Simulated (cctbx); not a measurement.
## Lattice, Laue class and space group of a new crystal

Cell: a = 5.9610 Å, b = 4.3820 Å, c = 8.3410 Å, α = 90.00°, β = 90.00°, γ = 90.00°. Expected content of the cell: Pb4 Ru8.

The data are simulated with cctbx, not measured: Ag Kα, λ = 0.56087 Å, to d = 0.84 Å, 95 % of the full sphere, strongest reflection 70000 counts, noise from counting, a 4 % proportional error and a noise floor of 4 counts (s.d.); no absorption, some extinction.

Tests on the unmerged data give:

```text
1451 reflections to d = 0.840 A
centring   violations  <I/sigma> of those
    A        618 of   736     16.7
    B        622 of   749     16.4
    C        614 of   711     17.5
    I        601 of   717     16.9
    R        849 of   964     17.6
    F        927 of  1098     16.9
Laue class    unique    Rint  (classes that these axes allow; Friedel mates merged)
P -1              759   0.025
P 1 2/m 1         438   0.029
P 1 1 2/m         414   0.029
P 2/m 1 1         425   0.029
P m m m           258   0.032
space group    extra absences  I>4sigma  <I/sigma>
P 2 2 2                 0          0         -  acentric
P 2 2 21               10          0       0.0  acentric
P 21 2 2                8          0       0.6  acentric
P 2 21 2                6          0      -0.4  acentric
P 21 21 2              14          0       0.2  acentric
P 2 21 21              16          0      -0.1  acentric
P 21 2 21              18          0       0.3  acentric
P 21 21 21             24          0       0.1  acentric
P m m 2                 0          0         -  acentric
P 2 m m                 0          0         -  acentric
P m 2 m                 0          0         -  acentric
P 21 m a               54          0       0.1  acentric
P m 2 a                54          0       0.1  acentric
P n m 21               81          0      -0.1  acentric
P n 21 m               81          0      -0.1  acentric
P n 21 a              135          0      -0.0  acentric
P m m m                 0          0         -  centric
P m m a                54          0       0.1  centric
P n m m :1             81          0      -0.1  centric
P n m m :2             81          0      -0.1  centric
P n m a               135          0      -0.0  centric
Wilson B = 0.17 A^2   <|E^2-1|> = 0.770 (0.968 centric, 0.736 acentric)   E^2>4: 0.4 %
shell (A)         n   <I/sigma>
 8.34 - 1.68     42     31.2
 1.68 - 1.33     35     35.1
 1.33 - 1.16     33     38.7
 1.16 - 1.06     29     39.4
 1.06 - 0.98     34     35.5
 0.98 - 0.92     25     41.3
 0.92 - 0.88     31     44.5
 0.88 - 0.84     29     33.0
```

Q: Read the symmetry from these tables.

Every centring test has many violations, so the lattice is primitive.

Rint stays low (0.025 to 0.032) up to P m m m, the highest class in these axes.

21 settings pass the absence test. The most absences obeyed, 135, belong to P n 21 a and P n m a, which absences can't tell apart.

⟨|E²−1|⟩ = 0.770 leans to a non-centrosymmetric structure. Here that hint misleads: the statistic assumes many like atoms on general positions, and few, heavy or special-position atoms break it. The Wilson B of 0.17 Å² means U ≈ 0.0022 Å².

The true group is Pnma (no. 62), Laue class mmm, centrosymmetric. The tables only narrow the choice to the tied entries; cell content, site symmetry and trial solutions must settle it.

The model was made for the exercise: a known structure type with other elements put in, its volume estimated, not relaxed; displacement parameters are assumed.

[Logs are printed without paths, hosts, clocks, repeated set-up lines and the standing remarks that a program may print on its own settings, such as how far it seeks lower states.]
